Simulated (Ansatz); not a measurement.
**CdH2S2, from a guessed structure to a relaxed one**

This structure for CdH2S2 is made up. Its elements were placed in a known structure type with a cell scaled to their sizes. What cell does the guess relax to, and how far off was it?

Main program and level: Ansatz 0.2.0; DFT, PBEsol, plane-wave PAW, default files, scalar-relativistic, no spin, cell and ions relaxed at zero pressure.

### Step 1. The structure

The structure is trigonal, space group P-3m1 (No. 164). The conventional cell has a = 4.131 Å, b = 4.131 Å, c = 5.520 Å, α = 90.00°, β = 90.00°, γ = 120.00°. Nearest to Cd lie 6 S at 2.70 Å. S has 1 H at 1.20 Å and 3 Cd at 2.70 Å nearest. Nearest to H lie 1 S at 1.20 Å. Farther neighbours and most contacts between anions are not listed.

### Step 2. Relaxing cell and atoms

The guessed cell has no reason to be at equilibrium. It is relaxed with the atoms, within the space group of the guess.

Contents of input.yaml:

```yaml
crystal:
  lattice:
    - [4.131, 0.0, 0.0]
    - [-2.0655, 3.577550943, 0.0]
    - [0.0, 0.0, 5.52]
  atoms:
    - { symbol: Cd, position: [0.0, 0.0, 0.0] }
    - { symbol: S, position: [0.333333333, 0.666666667, 0.2275] }
    - { symbol: S, position: [0.666666667, 0.333333333, 0.7725] }
    - { symbol: H, position: [0.333333333, 0.666666667, 0.4445] }
    - { symbol: H, position: [0.666666667, 0.333333333, 0.5555] }
kpoints:
  mp_grid: { grid: [8, 8, 5] }
scf:
  occupations: { method: fermi_dirac, width: 0.05 }
hamiltonian:
  xc: pbesol
  pseudopotentials: { kind: paw }
relax:
  f_tol: 0.015
  max_steps: 70
  cell: {}
output:
  forces: true
  stress: true
```

On the command line:

```bash
$ ansatz run input.yaml --threads 4 --pin off --max-ram 8192MiB --backend cpu --events-out ev --progress --plain --runs-dir out
```

Numbers of over 12 decimals in the logs are rounded to 6 here.

Log:

```text
Engine: ansatz 0.2.0, aarch64-unknown-linux-gnu
Pseudopotentials: kind: paw
Pseudopotential: Cd, paw, valence charge 20, recommended cutoff 420 eV (normal), Cd.paw.azcp
Pseudopotential: S, paw, valence charge 6, recommended cutoff 420 eV (normal), S.paw.azcp
Pseudopotential: H, paw, valence charge 1, recommended cutoff 420 eV (normal), H.paw.azcp
Functional definition: PBEsol
  exchange = pbesol_x
  correlation = pbesol_c
Crystal: 5 atoms, lattice volume = 81.579 Å³
Basis set: ecut = 420 eV, 1579 PW (Γ), exchange–correlation on 60×60×80 points (8 copies of the dense FFT grid, shifted against one another)
Bands: 22, of which v1, the nominal top of the filled ones, is band 17 counted from 1 (16 counted from 0)
Symmetry: 12 space group operations
Space group: P-3m1 (ITA 164), of the structure as read, at distance tolerance 4.3e-5 Å
k-points: 40 of 320
Non-local potential: Cd, projectors of the file, l = 0: 3, l = 1: 2, l = 2: 2, l = 3: 1
Non-local potential: S, projectors of the file, l = 0: 2, l = 1: 2, l = 2: 2
Non-local potential: H, projectors of the file, l = 0: 2, l = 1: 1
PAW form: soft (Blöchl's): semilocal exchange-correlation on the pseudo side does not see the compensation charge
PAW frozen core: Cd, regenerated for the run's functional, and the local potential with it (the file was generated under x = pbe(κ = 0.804, μ = 0.219515), c = pbe(β = 0.066725))
PAW frozen core: S, regenerated for the run's functional, and the local potential with it (the file was generated under x = pbe(κ = 0.804, μ = 0.219515), c = pbe(β = 0.066725))
PAW one-centre angular grid: Cd, 590 points (default); XC on 64 Gauss nodes
PAW one-centre angular grid: S, 110 points (default); XC on 64 Gauss nodes
PAW one-centre angular grid: H, 110 points (default); XC on 64 Gauss nodes
Initial density: superposition of atomic densities (neutral atoms: chi_scale 0, normalization atom), corrected by the library's trained network
Initial wavefunctions: pseudopotential atomic-orbital guess
Functional: x = pbesol(κ = 0.804, μ = 0.123457), c = pbesol(β = 0.046)
SCF iter   1: F=—  HF=-9985.655158 eV  |F-HF|=—  |Δ(HF+E_count)|=         —  Δρ=5.92e-3  dr2=2.74e-2  ethr=1.77e-3  ⟨swp⟩=6.2  Hψ=4270  notcnv=0
preconditioner: auto → Resta (q_TF=auto, 2.358 Å⁻¹)  ε∞=4.1  [insulator: Δε(μ)=2.081 eV  Ē_g=11.829 eV  σ=0.050 eV  W_gap=1.00  n_scr=22 (ndim 8)  ℏωp=21.0 eV  f_vac=0.062  D(μ)=0.00/eV (n_scr^D=0)  ε∞_Penn≈4.1]
SCF iter   2: F=—  HF=-9985.646331 eV  |F-HF|=—  |Δ(HF+E_count)|=   8.83e-3  Δρ=2.49e-3  dr2=4.79e-3  ethr=8.06e-5  ⟨swp⟩=2.7  Hψ=1776  notcnv=0  defer=15
SCF iter   3: F=—  HF=-9985.645833 eV  |F-HF|=—  |Δ(HF+E_count)|=   4.98e-4  Δρ=5.55e-4  dr2=2.38e-4  ethr=1.41e-5  ⟨swp⟩=2.0  Hψ=1079  notcnv=0  defer=16
SCF iter   4: F=—  HF=-9985.645907 eV  |F-HF|=—  |Δ(HF+E_count)|=   7.43e-5  Δρ=1.81e-4  dr2=2.96e-5  ethr=7.01e-7  ⟨swp⟩=2.0  Hψ=1219  notcnv=0  defer=16
SCF iter   5: F=—  HF=-9985.645923 eV  |F-HF|=—  |Δ(HF+E_count)|=   1.60e-5  Δρ=5.20e-5  dr2=3.68e-6  ethr=8.70e-8  ⟨swp⟩=2.1  Hψ=1358  notcnv=0  defer=16
SCF iter   6: F=—  HF=-9985.645930 eV  |F-HF|=—  |Δ(HF+E_count)|=   7.26e-6  Δρ=1.49e-5  dr2=2.49e-7  ethr=1.08e-8  ⟨swp⟩=2.1  Hψ=1340  notcnv=0  defer=16
SCF iter   7: F=-9985.645931 eV  HF=-9985.645931 eV  |F-HF|=5.98e-8  |Δ(HF+E_count)|=   5.72e-7  Δρ=4.85e-6  dr2=3.21e-8  ethr=2.94e-10  ⟨swp⟩=5.0  Hψ=3032  notcnv=0
SCF 1 converged in 7 iterations: F = -9985.645931 eV  dr2 = 3.21e-8
  greatest PAW one-centre occupation: 1.000 electrons in one spin orbital (limit 2), on the Cd atom at site 0 (counted from 0), in its partial waves of l = 0
relax step   1: F+E_penalty+E_count = -9985.64593106 eV  Δ(F+E_penalty+E_count) = +0.000e0 eV  max|allowed force component| = 6.038e0 eV/Å  Δτ_max = 0.0000 Å  P = +9.228 GPa  Ω = 81.579 Å³  (7 SCF iters, dr2 threshold 1.00e-7 eV, accepted)
Crystal: 5 atoms, lattice volume = 83.012 Å³
Basis set: ecut = 420 eV, 1615 PW (Γ), exchange–correlation on 60×60×80 points (8 copies of the dense FFT grid, shifted against one another)
Initial density: handed on by an earlier stage of this run
Initial wavefunctions: those handed on with the density
iter 1 solved again at ethr=1.71e-4 eV; its pass at ethr=3.10e-3 eV (dr2=5.81e-2 eV) is discarded
SCF iter   1: F=—  HF=-9986.330507 eV  |F-HF|=—  |Δ(HF+E_count)|=         —  Δρ=1.01e-2  dr2=5.87e-2  ethr=1.71e-4  ⟨swp⟩=1.1  Hψ=5181  notcnv=0
preconditioner: auto → Resta (q_TF=auto, 2.351 Å⁻¹)  ε∞=4.2  [insulator: Δε(μ)=1.976 eV  Ē_g=11.665 eV  σ=0.050 eV  W_gap=1.00  n_scr=22 (ndim 8)  ℏωp=20.8 eV  f_vac=0.067  D(μ)=0.00/eV (n_scr^D=0)  ε∞_Penn≈4.2]
SCF iter   2: F=—  HF=-9986.316133 eV  |F-HF|=—  |Δ(HF+E_count)|=   1.44e-2  Δρ=4.65e-3  dr2=1.01e-2  ethr=1.71e-4  ⟨swp⟩=2.1  Hψ=1268  notcnv=0
SCF iter   3: F=—  HF=-9986.313283 eV  |F-HF|=—  |Δ(HF+E_count)|=   2.85e-3  Δρ=6.49e-4  dr2=3.07e-4  ethr=2.96e-5  ⟨swp⟩=2.0  Hψ=1265  notcnv=0
SCF iter   4: F=—  HF=-9986.313263 eV  |F-HF|=—  |Δ(HF+E_count)|=   1.93e-5  Δρ=1.42e-4  dr2=2.85e-5  ethr=9.03e-7  ⟨swp⟩=2.4  Hψ=1337  notcnv=0
SCF iter   5: F=—  HF=-9986.313270 eV  |F-HF|=—  |Δ(HF+E_count)|=   7.22e-6  Δρ=6.58e-5  dr2=4.20e-6  ethr=8.37e-8  ⟨swp⟩=2.0  Hψ=1332  notcnv=0
SCF iter   6: F=-9986.313274 eV  HF=-9986.313274 eV  |F-HF|=2.34e-7  |Δ(HF+E_count)|=   3.54e-6  Δρ=2.37e-5  dr2=4.53e-7  ethr=1.47e-9  ⟨swp⟩=3.0  Hψ=3655  notcnv=0
SCF 2 converged in 6 iterations: F = -9986.313274 eV  dr2 = 4.53e-7
relax step   2: F+E_penalty+E_count = -9986.31327427 eV  Δ(F+E_penalty+E_count) = -6.673e-1 eV  max|allowed force component| = 2.343e0 eV/Å  Δτ_max = 0.0567 Å  P = +4.353 GPa  Ω = 83.012 Å³  energy of the carried Pulay correction = -6.877e-4 eV  (6 SCF iters, dr2 threshold 5.00e-7 eV, accepted)
Crystal: 5 atoms, lattice volume = 82.594 Å³
Basis set: ecut = 420 eV, 1651 PW (Γ), exchange–correlation on 60×60×80 points (8 copies of the dense FFT grid, shifted against one another)
iter 1 solved again at ethr=3.54e-4 eV; its pass at ethr=3.10e-3 eV (dr2=1.20e-1 eV) is discarded
SCF iter   1: F=—  HF=-9986.456969 eV  |F-HF|=—  |Δ(HF+E_count)|=         —  Δρ=1.74e-2  dr2=1.26e-1  ethr=3.54e-4  ⟨swp⟩=1.0  Hψ=5182  notcnv=0
preconditioner: auto → Resta (q_TF=auto, 2.353 Å⁻¹)  ε∞=4.3  [insulator: Δε(μ)=1.811 eV  Ē_g=11.409 eV  σ=0.050 eV  W_gap=1.00  n_scr=22 (ndim 8)  ℏωp=20.8 eV  f_vac=0.043  D(μ)=0.00/eV (n_scr^D=0)  ε∞_Penn≈4.3]
SCF iter   2: F=—  HF=-9986.430328 eV  |F-HF|=—  |Δ(HF+E_count)|=   2.66e-2  Δρ=8.63e-3  dr2=2.85e-2  ethr=3.54e-4  ⟨swp⟩=2.0  Hψ=1288  notcnv=0
SCF iter   3: F=—  HF=-9986.424204 eV  |F-HF|=—  |Δ(HF+E_count)|=   6.12e-3  Δρ=8.04e-4  dr2=3.55e-4  ethr=8.37e-5  ⟨swp⟩=2.0  Hψ=1585  notcnv=0
SCF iter   4: F=—  HF=-9986.424252 eV  |F-HF|=—  |Δ(HF+E_count)|=   4.74e-5  Δρ=2.37e-4  dr2=4.94e-5  ethr=1.04e-6  ⟨swp⟩=2.3  Hψ=1461  notcnv=0
SCF iter   5: F=—  HF=-9986.424273 eV  |F-HF|=—  |Δ(HF+E_count)|=   2.09e-5  Δρ=1.10e-4  dr2=7.95e-6  ethr=1.45e-7  ⟨swp⟩=2.7  Hψ=1635  notcnv=0
SCF iter   6: F=-9986.424275 eV  HF=-9986.424275 eV  |F-HF|=2.54e-7  |Δ(HF+E_count)|=   2.37e-6  Δρ=1.80e-5  dr2=2.19e-7  ethr=1.47e-9  ⟨swp⟩=3.4  Hψ=3570  notcnv=0
SCF 3 converged in 6 iterations: F = -9986.424275 eV  dr2 = 2.19e-7
relax step   3: F+E_penalty+E_count = -9986.42427533 eV  Δ(F+E_penalty+E_count) = -1.110e-1 eV  max|allowed force component| = 9.955e-1 eV/Å  Δτ_max = 0.1413 Å  P = -0.621 GPa  Ω = 82.594 Å³  energy of the carried Pulay correction = -4.882e-4 eV  (6 SCF iters, dr2 threshold 5.00e-7 eV, accepted)
[...]
relax step   4: F+E_penalty+E_count = -9986.49190529 eV  Δ(F+E_penalty+E_count) = -6.763e-2 eV  max|allowed force component| = 3.207e-2 eV/Å  Δτ_max = 0.1224 Å  P = -0.308 GPa  Ω = 85.777 Å³  energy of the carried Pulay correction = -1.981e-3 eV  (7 SCF iters, dr2 threshold 5.00e-7 eV, accepted)
[...]
relax step   5: F+E_penalty+E_count = -9986.49480838 eV  Δ(F+E_penalty+E_count) = -2.903e-3 eV  max|allowed force component| = 4.744e-2 eV/Å  Δτ_max = 0.0273 Å  P = -0.118 GPa  Ω = 84.586 Å³  energy of the carried Pulay correction = -1.429e-3 eV  (6 SCF iters, dr2 threshold 2.97e-7 eV, accepted)
[...]
relax step   6: F+E_penalty+E_count = -9986.49650787 eV  Δ(F+E_penalty+E_count) = -1.699e-3 eV  max|allowed force component| = 2.888e-2 eV/Å  Δτ_max = 0.0330 Å  P = +0.123 GPa  Ω = 83.223 Å³  energy of the carried Pulay correction = -7.880e-4 eV  (6 SCF iters, dr2 threshold 1.41e-7 eV, accepted)
[...]
relax step   7: F+E_penalty+E_count = -9986.49658483 eV  Δ(F+E_penalty+E_count) = -7.696e-5 eV  max|allowed force component| = 5.631e-3 eV/Å  Δτ_max = 0.0017 Å  P = +0.010 GPa  Ω = 83.335 Å³  energy of the carried Pulay correction = -8.406e-4 eV  (4 SCF iters, dr2 threshold 5.21e-8 eV, accepted)
Initial wavefunctions: pseudopotential atomic-orbital guess (no wavefunctions were taken with the density)
iter 1 solved again at ethr=2.07e-7 eV; its pass at ethr=3.10e-3 eV (dr2=7.03e-5 eV) is discarded
SCF iter   1: F=—  HF=-9986.497093 eV  |F-HF|=—  |Δ(HF+E_count)|=         —  Δρ=1.15e-4  dr2=5.17e-7  ethr=2.07e-7  ⟨swp⟩=3.6  Hψ=6629  notcnv=0
preconditioner: auto → Resta (q_TF=auto, 2.350 Å⁻¹)  ε∞=4.3  [insulator: Δε(μ)=1.863 eV  Ē_g=11.431 eV  σ=0.050 eV  W_gap=1.00  n_scr=22 (ndim 8)  ℏωp=20.7 eV  f_vac=0.053  D(μ)=0.00/eV (n_scr^D=0)  ε∞_Penn≈4.3]
SCF iter   2: F=—  HF=-9986.497173 eV  |F-HF|=—  |Δ(HF+E_count)|=   7.99e-5  Δρ=5.81e-5  dr2=1.41e-7  ethr=1.52e-9  ⟨swp⟩=2.2  Hψ=1418  notcnv=0
SCF iter   3: F=—  HF=-9986.497201 eV  |F-HF|=—  |Δ(HF+E_count)|=   2.80e-5  Δρ=6.31e-6  dr2=7.28e-9  ethr=4.15e-10  ⟨swp⟩=2.0  Hψ=1384  notcnv=0
SCF iter   4: F=—  HF=-9986.497202 eV  |F-HF|=—  |Δ(HF+E_count)|=   2.15e-7  Δρ=9.78e-7  dr2=1.03e-9  ethr=2.14e-11  ⟨swp⟩=2.0  Hψ=1504  notcnv=0
SCF iter   5: F=—  HF=-9986.497202 eV  |F-HF|=—  |Δ(HF+E_count)|=   5.62e-9  Δρ=2.45e-7  dr2=7.14e-11  ethr=3.04e-12  ⟨swp⟩=2.0  Hψ=1373  notcnv=0
SCF iter   6: F=-9986.497202 eV  HF=-9986.497202 eV  |F-HF|=1.64e-11  |Δ(HF+E_count)|=  1.96e-10  Δρ=9.14e-8  dr2=6.09e-12  ethr=1.00e-12  ⟨swp⟩=4.8  Hψ=2730  notcnv=0
SCF 8 converged in 6 iterations: F = -9986.497202 eV  dr2 = 6.09e-12
relax step   8: F+E_penalty+E_count = -9986.49720155 eV  Δ(F+E_penalty+E_count) = -6.167e-4 eV  max|allowed force component| = 5.862e-3 eV/Å  Δτ_max = 0.0000 Å  P = -0.004 GPa  Ω = 83.335 Å³  stress off target by 3.95e-2 GPa  SCF on the basis re-selected at this cell (its energy is not comparable with the rows above)  (6 SCF iters)
basis re-selected at this cell: Δ(F+E_penalty+E_count) = -6.167e-4 eV, ΔP = -0.014 GPa vs the last step (what re-selecting the basis moved, of the pressure what is left beyond the Pulay correction that the steps carried, after the strain that the cell walked since its last selection, with what the two solves' SCF thresholds leave and, on support functions, any second-order correction that the steps lacked; it is no m [...]
SCF converged after 6 iterations
Free energy (F): -9986.497202 eV
Harris-Foulkes:  -9986.497202 eV  (|F-HF|=1.64e-11)
Internal energy: -9986.497202 eV  (E = F + TS)
E sigma→0 (E₀):  -9986.497202 eV
Fermi energy:    6.031409 eV
--- Per-component energies (eV) ---
  E_band       = -564.472275
  E_kinetic    = 743.598550
  E_local      = -4836.628055  (includes V_loc(G=0)·N_el)
  E_nonlocal   = 98.182441
  E_hartree    = 2199.751439
  E_xc         = -383.839143
  E_vxc        = -416.714488  (∫ρ·V_xc dr)
  E_paw        = -5184.269176  (= ΣΔE_a)
  E_vpaw       = -552.411295  (= ΣTr[D̂ρ^β])
  E_aug_tail   = -0.002250  (compensation charges beyond the density's cutoff)
  E_ewald      = -2623.756865
  E_core_change = 0.465858  (= ΣΔE_core)
  E_smearing   = -0.000000  (= −TS)
  E_closure    = -0.000000  (closes the sum)
  Σ components = -9986.497202   (vs F -9986.497202, Δ=0.00e0)
--- Forces (eV/Å), atoms counted from 1 ---
  atom   1  Cd     0.00000000    -0.00000000     0.00000000
  atom   2  S     -0.00000000     0.00000000     0.00586188
  atom   3  S      0.00000000    -0.00000000    -0.00586188
  atom   4  H     -0.00000000    -0.00000000    -0.00384347
  atom   5  H      0.00000000     0.00000000     0.00384347
  max |Σ_I F_I| component: 3.70e-17 eV/Å
--- Stress (GPa, compression-positive) ---
        0.014030       0.000000      -0.000000
        0.000000       0.014030      -0.000000
       -0.000000      -0.000000      -0.039477
  P = ⅓ Tr σ = -0.0038 GPa (-0.038 kbar)
--- Relaxed structure (7 steps of the walk, 7 accepted, 1 SCFs on fresh bases) ---
  F+E_penalty+E_count = -9986.49720155 eV   max|allowed force component| = 5.862e-3 eV/Å   (the final SCF, on the basis selected at the relaxed cell)
  cell:  # Å, volume = 83.3345 Å³
    - [4.124286, 0, 0]
    - [-2.062143, 3.571737, 0]
    - [0, 0, 5.657139]
  atoms:
    - { symbol: Cd, position: [0, 0, -3.1426149927116075e-19] }
    - { symbol: S, position: [0.333333, 0.666667, 0.220579] }
    - { symbol: S, position: [0.666667, 0.333333, 0.779421] }
    - { symbol: H, position: [0.333333, 0.666667, 0.461505] }
    - { symbol: H, position: [0.666667, 0.333333, 0.538495] }
```

Run time: 6.7 s. Hardware: 4 threads of Arm Neoverse V2, shared host; peak memory 0.41 GiB; 22 s of CPU time.

The steps of the relaxation:

| step | energy less that of the first step (eV) | largest force component (eV/Å) | pressure (GPa) | volume (Å³) |
| --- | --- | --- | --- | --- |
| 1 | 0.0000 | 6.0383 | 9.23 | 81.58 |
| 2 | -0.6673 | 2.3426 | 4.35 | 83.01 |
| 3 | -0.7783 | 0.9955 | -0.62 | 82.59 |
| 4 | -0.8460 | 0.0321 | -0.31 | 85.78 |
| 5 | -0.8489 | 0.0474 | -0.12 | 84.59 |
| 6 | -0.8506 | 0.0289 | 0.12 | 83.22 |
| 7 | -0.8507 | 0.0056 | 0.01 | 83.33 |
| 8* | -0.8513 | 0.0059 | 0.00 | 83.33 |

Relaxation steps marked * repeat the geometry before them on a plane-wave basis chosen anew for their cell, so energy and pressure can jump there.

Forces are held to the 12 operations that the run works with; a distortion that breaks them can't arise in this run.

| conventional cell, symmetrised | before | after | change |
| --- | --- | --- | --- |
| a (Å) | 4.131 | 4.124 | -0.2 % |
| b (Å) | 4.131 | 4.124 | -0.2 % |
| c (Å) | 5.520 | 5.657 | +2.5 % |
| volume (Å³/atom) | 16.32 | 16.67 | +2.2 % |

The atoms that moved most (Å, as changes of fractional coordinates times the final cell):

| atom | dx | dy | dz | length |
| --- | --- | --- | --- | --- |
| H4 | 0.000 | 0.000 | 0.096 | 0.096 |
| H5 | 0.000 | 0.000 | -0.096 | 0.096 |
| S3 | 0.000 | 0.000 | 0.039 | 0.039 |
| S2 | 0.000 | 0.000 | -0.039 | 0.039 |

The relaxed structure:

```cif
data_structure
_symmetry_space_group_name_H-M 'P 1'
_symmetry_Int_Tables_number 1
_cell_length_a 4.1243
_cell_length_b 4.1243
_cell_length_c 5.6571
_cell_angle_alpha 90.000
_cell_angle_beta 90.000
_cell_angle_gamma 120.000
_cell_volume 83.33
loop_
_atom_site_label
_atom_site_type_symbol
_atom_site_fract_x
_atom_site_fract_y
_atom_site_fract_z
_atom_site_occupancy
Cd1 Cd 0.00000 0.00000 0.00000 1
S2 S 0.33333 0.66667 0.22058 1
S3 S 0.66667 0.33333 0.77942 1
H4 H 0.33333 0.66667 0.46151 1
H5 H 0.66667 0.33333 0.53849 1
```

This step gave:

* free energy: -9986.4972 eV
* Fermi energy: 6.031 eV
* gap by band count: 1.863 eV
* electrons: 34
* symmetry operations: 12
* pressure: -0.003806 GPa

Shortest distances by pair of elements, guess and relaxed (not always the same contact):

| pair | guess (Å) | relaxed (Å) |
| --- | --- | --- |
| H–S | 1.198 | 1.363 |
| H–H | 2.462 | 2.421 |
| Cd–S | 2.695 | 2.688 |
| S–S | 3.464 | 3.449 |
| Cd–H | 3.422 | 3.534 |

The relaxation ends with a largest force component of 0.0059 eV/Å and a pressure of 0.00 GPa.

### Step 3. Results

| Property | Result |
| --- | --- |
| space group, relaxed | P-3m1 |
| conventional cell | a = 4.124, b = 4.124, c = 5.657 Å; α = 90.0°, β = 90.0°, γ = 120.0° |
| volume per atom | 16.67 Å³ (guess 16.32) |

What this shows: CdH2S2 relaxes to P-3m1 with a = 4.124, b = 4.124 and c = 5.657 Å. The guessed volume was 2 % too small. The space group P-3m1 was held in the relaxation, so the end point is a stationary structure within it and may be a saddle against distortions or other arrangements. Mesh and cutoff weren't tested. No dispersion term is used, so weakly bound directions may come out too long. Nothing here tests whether the compound is stable against decomposition.

[Logs are printed without paths, hosts, clocks, repeated set-up lines and the standing remarks that a program may print on its own settings, such as how far it seeks lower states.]

[Hosts, paths, dates, database ids (printed as entryN), source tags and the programs' standing remarks are cut or masked in the printed files.]
